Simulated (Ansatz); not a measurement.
# Direct or indirect: LiF (Fm-3m)

```
F Li
1.0
     0.00000    2.01400    2.01400
     2.01400    0.00000    2.01400
     2.01400    2.01400    0.00000
F Li
1 1
Direct
  0.50000 0.50000 0.50000
  0.00000 0.00000 0.00000
```

Method: Ansatz, PBE, independent particles, without spin-orbit coupling, line width 0.15 eV (Gaussian). The band structure gives a fundamental gap of 9.09 eV. The spectrum of vertical transitions near the edge:

```json
{"E (eV)": "8.64", "Im ε, E ∥ xyz": "0.00"}
{"E (eV)": "8.76", "Im ε, E ∥ xyz": "0.00"}
{"E (eV)": "8.88", "Im ε, E ∥ xyz": "0.00"}
{"E (eV)": "9.00", "Im ε, E ∥ xyz": "0.04"}
{"E (eV)": "9.12", "Im ε, E ∥ xyz": "0.14"}
{"E (eV)": "9.24", "Im ε, E ∥ xyz": "0.29"}
{"E (eV)": "9.36", "Im ε, E ∥ xyz": "0.41"}
{"E (eV)": "9.48", "Im ε, E ∥ xyz": "0.50"}
{"E (eV)": "9.60", "Im ε, E ∥ xyz": "0.58"}
{"E (eV)": "9.72", "Im ε, E ∥ xyz": "0.65"}
{"E (eV)": "9.84", "Im ε, E ∥ xyz": "0.72"}
{"E (eV)": "9.96", "Im ε, E ∥ xyz": "0.79"}
{"E (eV)": "10.08", "Im ε, E ∥ xyz": "0.86"}
{"E (eV)": "10.20", "Im ε, E ∥ xyz": "0.93"}
{"E (eV)": "10.32", "Im ε, E ∥ xyz": "1.01"}
```

Question: Is the gap direct or indirect, and about where do vertical transitions set in?

Answer: Direct: the band path has its least direct gap at the fundamental one, 9.09 eV, and the curves rise from there. Lines are broadened by 0.15 eV, which spreads the edge.

[Logs are printed without paths, hosts, clocks, repeated set-up lines and the standing remarks that a program may print on its own settings, such as how far it seeks lower states.]
